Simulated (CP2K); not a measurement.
The C K edge of 2-fluoroimidazole was computed by TDDFT (CP2K XAS_TDP, aug-cc-pVDZ, TDA) at these levels: PBEh(45%), PBEh(45%) + GW2X and PBEh(60%). The first three lines of C2 (bonded to F and 2 N) with a strength over 0.0015, energy in eV and strength:

```csv
run,first,second,third
1,290.95 (0.068),293.38 (0.027),294.04 (0.010)
2,285.12 (0.069),287.55 (0.027),288.22 (0.010)
3,288.86 (0.077),291.74 (0.050),293.40 (0.007)
```

Question: Which run is which?

Run 1: PBEh(45%) + GW2X (45 % exact exchange). Run 2: PBEh(45%) (45 % exact exchange). Run 3: PBEh(60%) (60 % exact exchange). Self-interaction lifts the core level, so the uncorrected lines rise with the share of exact exchange. The GW2X run keeps the spacings of its parent: 2.43 eV between the first two lines in run 1, 2.43 eV in run 2. Its shift is +5.83 eV, since the Kohn–Sham level at this share of exchange lies that far above the quasiparticle level.

[Banner, clock and machine lines of the logs are left out without a mark of their own.]

[Logs are printed without paths, hosts, clocks, repeated set-up lines and the standing remarks that a program may print on its own settings, such as how far it seeks lower states.]

[Hosts, paths, dates, database ids (printed as entryN), source tags and the programs' standing remarks are cut or masked in the printed files.]
